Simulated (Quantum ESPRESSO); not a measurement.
# Pb(100), 5 layers: test of the smearing, part 2 of 4

Which setting serves for Pb(100), 5 layers? The runs below step through one kind of setting.

Quantum ESPRESSO 7.5; plane-wave DFT, PBE, SSSP efficiency pseudopotentials.

So far. Step 2 (Self-consistent run: mv smearing, 0.01 Ry): The run needed 30 iterations to bring the estimated error under 1e-07 Ry; the largest force on any atom, held or free, is 0.15 eV/Å. Step 2 (Self-consistent run: mv smearing, 0.01 Ry): Inside the slab this potential holds the local part of the pseudopotentials, which can be repulsive at the nuclei; only its value in the vacuum has a meaning of its own.

**3. Self-consistent run: mv smearing, 0.02 Ry**

File c1.in:

```
&control
  prefix = 'c1'
  outdir = './out'
  pseudo_dir = './pseudo'
  calculation = 'scf'
  tprnfor = .true.
/
&system
  ibrav = 0
  nat = 5
  ntyp = 1
  ecutwfc = 45
  ecutrho = 360
  occupations = 'smearing'
  smearing = 'mv'
  degauss = 0.02
  assume_isolated = 'esm'
  esm_bc = 'bc1'
/
&electrons
  conv_thr = 1e-07
  mixing_beta = 0.4
  electron_maxstep = 120
  mixing_mode = 'local-TF'
/
ATOMIC_SPECIES
  Pb  207.2000  Pb.pbe-dn-kjpaw_psl.0.2.2.UPF
CELL_PARAMETERS angstrom
  3.50017856687341 0.00000000000000 0.00000000000000
  0.00000000000000 3.50017856687341 0.00000000000000
  0.00000000000000 0.00000000000000 25.90000000000000
ATOMIC_POSITIONS crystal
  Pb  0.000000000000 0.000000000000 -0.191119691120
  Pb  0.500000000000 0.500000000000 -0.095559845560
  Pb  0.000000000000 0.000000000000 0.000000000000
  Pb  0.500000000000 0.500000000000 0.095559845560
  Pb  0.000000000000 0.000000000000 0.191119691120
K_POINTS automatic
  10 10 1 0 0 0
```

Command:

```sh
OMP_NUM_THREADS=1 mpirun -n 4 pw.x -nk 4 -in c1.in > c1.out
```

Output:

```text
[banner, memory and clock lines left out]
Program PWSCF v.7.5 starts
[...]
Message from routine setup:
[...]
number of electrons       =        70.00
     number of Kohn-Sham states=           42
     kinetic-energy cutoff     =      45.0000  Ry
     charge density cutoff     =     360.0000  Ry
[...]
number of k points=    21  Marzari-Vanderbilt smearing, width (Ry)=  0.0200
[...]
Dense  grid:   246811 G-vectors     FFT dimensions: (  40,  40, 300)
[...]
negative rho (up, down):  7.578E-05 0.000E+00
     Starting wfcs are   45 randomized atomic wfcs
[...]
negative rho (up, down):  3.466E-08 0.000E+00
[...]
estimated scf accuracy    <       0.07953731 Ry
[...]
estimated scf accuracy    <       0.05171672 Ry
[...]
estimated scf accuracy    <       0.00325037 Ry
[...]
estimated scf accuracy    <       0.00242666 Ry
[...]
estimated scf accuracy    <       0.00230235 Ry
[...]
estimated scf accuracy    <       0.00613892 Ry
[...]
estimated scf accuracy    <       0.00115169 Ry
[...]
negative rho (up, down):  2.973E-05 0.000E+00
[...]
estimated scf accuracy    <       0.00086251 Ry
[...]
estimated scf accuracy    <       0.00316684 Ry
[...]
estimated scf accuracy    <       0.00249097 Ry
[...]
estimated scf accuracy    <       0.00014227 Ry
[...]
estimated scf accuracy    <       0.00079755 Ry
[...]
negative rho (up, down):  5.924E-08 0.000E+00
[...]
estimated scf accuracy    <       0.00006290 Ry
[...]
negative rho (up, down):  3.219E-07 0.000E+00
[...]
estimated scf accuracy    <       0.00175419 Ry
[...]
negative rho (up, down):  5.497E-08 0.000E+00
[...]
estimated scf accuracy    <       0.00002782 Ry
[...]
negative rho (up, down):  9.156E-08 0.000E+00
[...]
estimated scf accuracy    <       0.00005668 Ry
[...]
negative rho (up, down):  2.022E-05 0.000E+00
[...]
estimated scf accuracy    <       0.00004957 Ry
[...]
negative rho (up, down):  6.002E-05 0.000E+00
[...]
estimated scf accuracy    <       0.00005710 Ry
[...]
negative rho (up, down):  1.638E-05 0.000E+00
[...]
estimated scf accuracy    <       0.00003542 Ry
[...]
negative rho (up, down):  1.238E-05 0.000E+00
[...]
estimated scf accuracy    <       0.00000795 Ry
[...]
negative rho (up, down):  8.595E-06 0.000E+00
[...]
estimated scf accuracy    <       0.00000155 Ry
[...]
negative rho (up, down):  9.642E-06 0.000E+00
[...]
estimated scf accuracy    <       0.00000241 Ry
[...]
negative rho (up, down):  1.640E-05 0.000E+00
[...]
estimated scf accuracy    <       0.00000377 Ry
[...]
negative rho (up, down):  2.206E-05 0.000E+00
[...]
estimated scf accuracy    <       0.00000263 Ry
[...]
negative rho (up, down):  5.266E-05 0.000E+00
[...]
estimated scf accuracy    <       0.00000340 Ry
[...]
negative rho (up, down):  5.983E-05 0.000E+00
[...]
estimated scf accuracy    <       0.00000211 Ry
[...]
negative rho (up, down):  6.795E-05 0.000E+00
[...]
estimated scf accuracy    <       0.00000227 Ry
[...]
negative rho (up, down):  7.185E-05 0.000E+00
[...]
estimated scf accuracy    <       0.00000196 Ry
[...]
negative rho (up, down):  6.076E-05 0.000E+00
[...]
estimated scf accuracy    <       0.00000198 Ry
[...]
negative rho (up, down):  4.023E-05 0.000E+00
[...]
estimated scf accuracy    <       0.00000173 Ry
[...]
negative rho (up, down):  5.384E-05 0.000E+00
[...]
estimated scf accuracy    <       0.00000024 Ry
[...]
negative rho (up, down):  4.338E-05 0.000E+00
[...]
estimated scf accuracy    <       0.00000039 Ry
[...]
negative rho (up, down):  4.884E-05 0.000E+00
[...]
estimated scf accuracy    <       0.00000021 Ry
[...]
negative rho (up, down):  4.798E-05 0.000E+00
[...]
the Fermi energy is    -3.6595 ev
!    total energy              =   -4352.73668745 Ry
[...]
estimated scf accuracy    <       0.00000010 Ry
     smearing contrib. (-TS)   =      -0.00197004 Ry
     internal energy E=F+TS    =   -4352.73471741 Ry
[...]
one-electron contribution =   10683.36930932 Ry
     hartree contribution      =   -5318.46940597 Ry
     xc contribution           =    -221.65574041 Ry
     ewald contribution        =   -5853.78086743 Ry
[...]
convergence has been achieved in  34 iterations
     negative rho (up, down):  4.798E-05 0.000E+00
[...]
Total force =     0.012319     Total SCF correction =     0.000502
[...]
```

Elapsed: 5.7 min, on 4 MPI ranks of Arm Neoverse V1, shared host; peak memory 1.4 GiB; 23 min of CPU time.

Numbers from this step:

| Quantity | Value |
| --- | --- |
| free energy | -59221.9996 eV |
| Fermi energy | -3.659 eV |
| vacuum line at the lower end of the cell, over the Fermi level | 3.659 eV |
| vacuum line at the upper end of the cell, over the Fermi level | 3.659 eV |

The program's own clock; routines nest. Time by routine:

| routine | wall time (s) | calls |
| --- | --- | --- |
| PWSCF | 340.3 | 1 |
| electrons | 335.4 | 1 |
| c_bands | 249.3 | 35 |
| cegterg | 219.3 | 210 |
| h_psi | 145.6 | 1614 |
| fftw | 122.8 | 68338 |
| vloc_psi | 116.5 | 1614 |
| sum_band | 32.57 | 35 |
| mix_rho | 19.17 | 35 |
| calbec | 18.48 | 1848 |
| PAW_pot | 18.22 | 35 |
| add_vuspsi | 14.47 | 1614 |
| s_psi | 14.3 | 1614 |
| h_psi:calbec | 14.1 | 1614 |

Counted from each run's own zero (the Fermi level), the vacuum level differs from the first run's by -53 meV.

**4. SCF with pw.x: mv smearing, 0.04 Ry**

c2.in, as its differences from the input of step 3:

```diff
@@ -1,3 +1,3 @@
 &control
-  prefix = 'c1'
+  prefix = 'c2'
   outdir = './out'
@@ -15,3 +15,3 @@
   smearing = 'mv'
-  degauss = 0.02
+  degauss = 0.04
   assume_isolated = 'esm'
```

Command:

```sh
OMP_NUM_THREADS=1 mpirun -n 4 pw.x -nk 4 -in c2.in > c2.out
```

Output:

```text
[banner, memory and clock lines left out]
Program PWSCF v.7.5 starts
[...]
Message from routine setup:
[...]
number of electrons       =        70.00
     number of Kohn-Sham states=           42
     kinetic-energy cutoff     =      45.0000  Ry
     charge density cutoff     =     360.0000  Ry
[...]
number of k points=    21  Marzari-Vanderbilt smearing, width (Ry)=  0.0400
[...]
Dense  grid:   246811 G-vectors     FFT dimensions: (  40,  40, 300)
[...]
negative rho (up, down):  7.578E-05 0.000E+00
     Starting wfcs are   45 randomized atomic wfcs
[...]
negative rho (up, down):  3.369E-08 0.000E+00
[...]
estimated scf accuracy    <       0.07713697 Ry
[...]
estimated scf accuracy    <       0.04995377 Ry
[...]
estimated scf accuracy    <       0.00323938 Ry
[...]
estimated scf accuracy    <       0.00250773 Ry
[...]
estimated scf accuracy    <       0.00250378 Ry
[...]
estimated scf accuracy    <       0.00672112 Ry
[...]
estimated scf accuracy    <       0.00111711 Ry
[...]
estimated scf accuracy    <       0.00156262 Ry
[...]
estimated scf accuracy    <       0.00245280 Ry
[...]
estimated scf accuracy    <       0.00132650 Ry
[...]
estimated scf accuracy    <       0.00013714 Ry
[...]
estimated scf accuracy    <       0.00045525 Ry
[...]
negative rho (up, down):  1.153E-07 0.000E+00
[...]
estimated scf accuracy    <       0.00050146 Ry
[...]
negative rho (up, down):  1.685E-07 0.000E+00
[...]
estimated scf accuracy    <       0.00002492 Ry
[...]
negative rho (up, down):  8.828E-06 0.000E+00
[...]
estimated scf accuracy    <       0.00002599 Ry
[...]
negative rho (up, down):  2.840E-05 0.000E+00
[...]
estimated scf accuracy    <       0.00003558 Ry
[...]
negative rho (up, down):  2.112E-06 0.000E+00
[...]
estimated scf accuracy    <       0.00001152 Ry
[...]
negative rho (up, down):  2.942E-06 0.000E+00
[...]
estimated scf accuracy    <       0.00000443 Ry
[...]
negative rho (up, down):  1.373E-05 0.000E+00
[...]
estimated scf accuracy    <       0.00000115 Ry
[...]
negative rho (up, down):  4.978E-06 0.000E+00
[...]
estimated scf accuracy    <       0.00000093 Ry
[...]
negative rho (up, down):  5.982E-05 0.000E+00
[...]
estimated scf accuracy    <       0.00000103 Ry
[...]
negative rho (up, down):  4.010E-05 0.000E+00
[...]
estimated scf accuracy    <       0.00000131 Ry
[...]
negative rho (up, down):  4.645E-05 0.000E+00
[...]
estimated scf accuracy    <       0.00000053 Ry
[...]
negative rho (up, down):  3.589E-05 0.000E+00
[...]
estimated scf accuracy    <       0.00000142 Ry
[...]
negative rho (up, down):  2.482E-05 0.000E+00
[...]
estimated scf accuracy    <       0.00000128 Ry
[...]
negative rho (up, down):  2.826E-05 0.000E+00
[...]
estimated scf accuracy    <       0.00000118 Ry
[...]
negative rho (up, down):  3.319E-05 0.000E+00
[...]
estimated scf accuracy    <       0.00000067 Ry
[...]
negative rho (up, down):  3.350E-05 0.000E+00
[...]
estimated scf accuracy    <       0.00000080 Ry
[...]
negative rho (up, down):  5.608E-05 0.000E+00
[...]
estimated scf accuracy    <       0.00000039 Ry
[...]
negative rho (up, down):  5.532E-05 0.000E+00
[...]
estimated scf accuracy    <       0.00000027 Ry
[...]
negative rho (up, down):  4.992E-05 0.000E+00
[...]
estimated scf accuracy    <       0.00000030 Ry
[...]
negative rho (up, down):  4.932E-05 0.000E+00
[...]
estimated scf accuracy    <       0.00000018 Ry
[...]
negative rho (up, down):  4.654E-05 0.000E+00
[...]
the Fermi energy is    -3.6869 ev
!    total energy              =   -4352.73829656 Ry
[...]
estimated scf accuracy    <          7.8E-09 Ry
     smearing contrib. (-TS)   =      -0.00330015 Ry
     internal energy E=F+TS    =   -4352.73499641 Ry
[...]
one-electron contribution =   10683.47966711 Ry
     hartree contribution      =   -5318.58086117 Ry
     xc contribution           =    -221.65572246 Ry
     ewald contribution        =   -5853.78086743 Ry
[...]
convergence has been achieved in  33 iterations
     negative rho (up, down):  4.654E-05 0.000E+00
[...]
Total force =     0.016333     Total SCF correction =     0.000435
[...]
```

Run time: 5.1 min. Hardware: 4 MPI ranks; peak memory 1.4 GiB; 20 min of CPU time.

This step gave:

* free energy: -59222.0215 eV
* Fermi energy: -3.687 eV
* vacuum line at the lower end of the cell, over the Fermi level: 3.687 eV
* vacuum line at the upper end of the cell, over the Fermi level: 3.687 eV

The program's own clock; routines nest. Time by routine:

| routine | wall time (s) | calls |
| --- | --- | --- |
| PWSCF | 304.7 | 1 |
| electrons | 299.9 | 1 |
| c_bands | 217.2 | 34 |
| cegterg | 192.8 | 204 |
| h_psi | 128.6 | 1591 |
| fftw | 109.8 | 61420 |
| vloc_psi | 102.6 | 1591 |
| sum_band | 31.56 | 34 |
| mix_rho | 18.59 | 34 |
| PAW_pot | 17.05 | 34 |
| calbec | 16.79 | 1819 |
| add_vuspsi | 12.94 | 1591 |
| s_psi | 12.74 | 1591 |
| h_psi:calbec | 12.55 | 1591 |

Counted from each run's own zero (the Fermi level), the vacuum level differs from the first run's by -26 meV.

**5. Ground state: mp smearing, 0.02 Ry**

c3.in, as its differences from the input of step 4:

```diff
@@ -1,3 +1,3 @@
 &control
-  prefix = 'c2'
+  prefix = 'c3'
   outdir = './out'
@@ -14,4 +14,4 @@
   occupations = 'smearing'
-  smearing = 'mv'
-  degauss = 0.04
+  smearing = 'mp'
+  degauss = 0.02
   assume_isolated = 'esm'
```

Command:

```sh
OMP_NUM_THREADS=1 mpirun -n 4 pw.x -nk 4 -in c3.in > c3.out
```

Output:

```text
[banner, memory and clock lines left out]
Program PWSCF v.7.5 starts
[...]
Message from routine setup:
[...]
number of electrons       =        70.00
     number of Kohn-Sham states=           42
     kinetic-energy cutoff     =      45.0000  Ry
     charge density cutoff     =     360.0000  Ry
[...]
number of k points=    21  Methfessel-Paxton smearing, width (Ry)=  0.0200
[...]
Dense  grid:   246811 G-vectors     FFT dimensions: (  40,  40, 300)
[...]
negative rho (up, down):  7.578E-05 0.000E+00
     Starting wfcs are   45 randomized atomic wfcs
[...]
negative rho (up, down):  3.476E-08 0.000E+00
[...]
estimated scf accuracy    <       0.07877753 Ry
[...]
estimated scf accuracy    <       0.05140655 Ry
[...]
estimated scf accuracy    <       0.00321253 Ry
[...]
estimated scf accuracy    <       0.00246142 Ry
[...]
estimated scf accuracy    <       0.00234013 Ry
[...]
estimated scf accuracy    <       0.00671642 Ry
[...]
estimated scf accuracy    <       0.00106615 Ry
[...]
negative rho (up, down):  3.354E-08 0.000E+00
[...]
estimated scf accuracy    <       0.00095729 Ry
[...]
estimated scf accuracy    <       0.00287631 Ry
[...]
estimated scf accuracy    <       0.00223030 Ry
[...]
estimated scf accuracy    <       0.00015508 Ry
[...]
estimated scf accuracy    <       0.00117711 Ry
[...]
negative rho (up, down):  4.969E-08 0.000E+00
[...]
estimated scf accuracy    <       0.00120205 Ry
[...]
negative rho (up, down):  2.788E-07 0.000E+00
[...]
estimated scf accuracy    <       0.00070026 Ry
[...]
negative rho (up, down):  1.601E-07 0.000E+00
[...]
estimated scf accuracy    <       0.00009119 Ry
[...]
negative rho (up, down):  2.722E-07 0.000E+00
[...]
estimated scf accuracy    <       0.00013577 Ry
[...]
negative rho (up, down):  5.099E-06 0.000E+00
[...]
estimated scf accuracy    <       0.00008075 Ry
[...]
negative rho (up, down):  5.782E-06 0.000E+00
[...]
estimated scf accuracy    <       0.00001629 Ry
[...]
negative rho (up, down):  1.848E-06 0.000E+00
[...]
estimated scf accuracy    <       0.00002107 Ry
[...]
negative rho (up, down):  1.029E-06 0.000E+00
[...]
estimated scf accuracy    <       0.00003301 Ry
[...]
negative rho (up, down):  4.082E-06 0.000E+00
[...]
estimated scf accuracy    <       0.00002069 Ry
[...]
negative rho (up, down):  2.911E-06 0.000E+00
[...]
estimated scf accuracy    <       0.00002975 Ry
[...]
negative rho (up, down):  9.184E-06 0.000E+00
[...]
estimated scf accuracy    <       0.00003376 Ry
[...]
negative rho (up, down):  3.075E-05 0.000E+00
[...]
estimated scf accuracy    <       0.00005156 Ry
[...]
negative rho (up, down):  2.678E-05 0.000E+00
[...]
estimated scf accuracy    <       0.00005393 Ry
[...]
negative rho (up, down):  7.091E-05 0.000E+00
[...]
estimated scf accuracy    <       0.00006200 Ry
[...]
negative rho (up, down):  3.866E-05 0.000E+00
[...]
estimated scf accuracy    <       0.00000213 Ry
[...]
negative rho (up, down):  2.185E-05 0.000E+00
[...]
estimated scf accuracy    <       0.00000083 Ry
[...]
negative rho (up, down):  3.214E-05 0.000E+00
[...]
estimated scf accuracy    <       0.00000043 Ry
[...]
negative rho (up, down):  4.793E-05 0.000E+00
[...]
estimated scf accuracy    <       0.00000026 Ry
[...]
negative rho (up, down):  4.855E-05 0.000E+00
[...]
the Fermi energy is    -3.6728 ev
!    total energy              =   -4352.73650435 Ry
[...]
estimated scf accuracy    <       0.00000001 Ry
     smearing contrib. (-TS)   =      -0.00119400 Ry
     internal energy E=F+TS    =   -4352.73531035 Ry
[...]
one-electron contribution =   10683.33361832 Ry
     hartree contribution      =   -5318.43565000 Ry
     xc contribution           =    -221.65483296 Ry
     ewald contribution        =   -5853.78086743 Ry
[...]
convergence has been achieved in  31 iterations
     negative rho (up, down):  4.855E-05 0.000E+00
[...]
Total force =     0.011110     Total SCF correction =     0.000363
[...]
```

Run time: 5 min. Hardware: 4 MPI ranks; peak memory 1.4 GiB; 20 min of CPU time.

Read from the output:

- free energy: -59221.9971 eV
- Fermi energy: -3.673 eV
- vacuum line at the lower end of the cell, over the Fermi level: 3.673 eV
- vacuum line at the upper end of the cell, over the Fermi level: 3.673 eV

The program's own clock; routines nest. Time by routine:

| routine | wall time (s) | calls |
| --- | --- | --- |
| PWSCF | 298.1 | 1 |
| electrons | 293.1 | 1 |
| c_bands | 213.2 | 32 |
| cegterg | 191.7 | 192 |
| h_psi | 129.1 | 1500 |
| fftw | 110 | 59884 |
| vloc_psi | 103.8 | 1500 |
| sum_band | 30.09 | 32 |
| mix_rho | 17.65 | 32 |
| PAW_pot | 17.34 | 32 |
| calbec | 16.17 | 1716 |
| add_vuspsi | 12.58 | 1500 |
| s_psi | 12.39 | 1500 |
| h_psi:calbec | 12.22 | 1500 |

Counted from each run's own zero (the Fermi level), the vacuum level differs from the first run's by -40 meV.

[end of part 2 of 4]

[Logs are printed without paths, hosts, clocks, repeated set-up lines and the standing remarks that a program may print on its own settings, such as how far it seeks lower states.]

[Hosts, paths, dates, database ids (printed as entryN), source tags and the programs' standing remarks are cut or masked in the printed files.]

[Maps of the electrostatic potential energy from Ansatz leave out the sawtooth potential of an applied field or a dipole correction, so their vacuum need not be flat; planar profiles and work functions include it.]
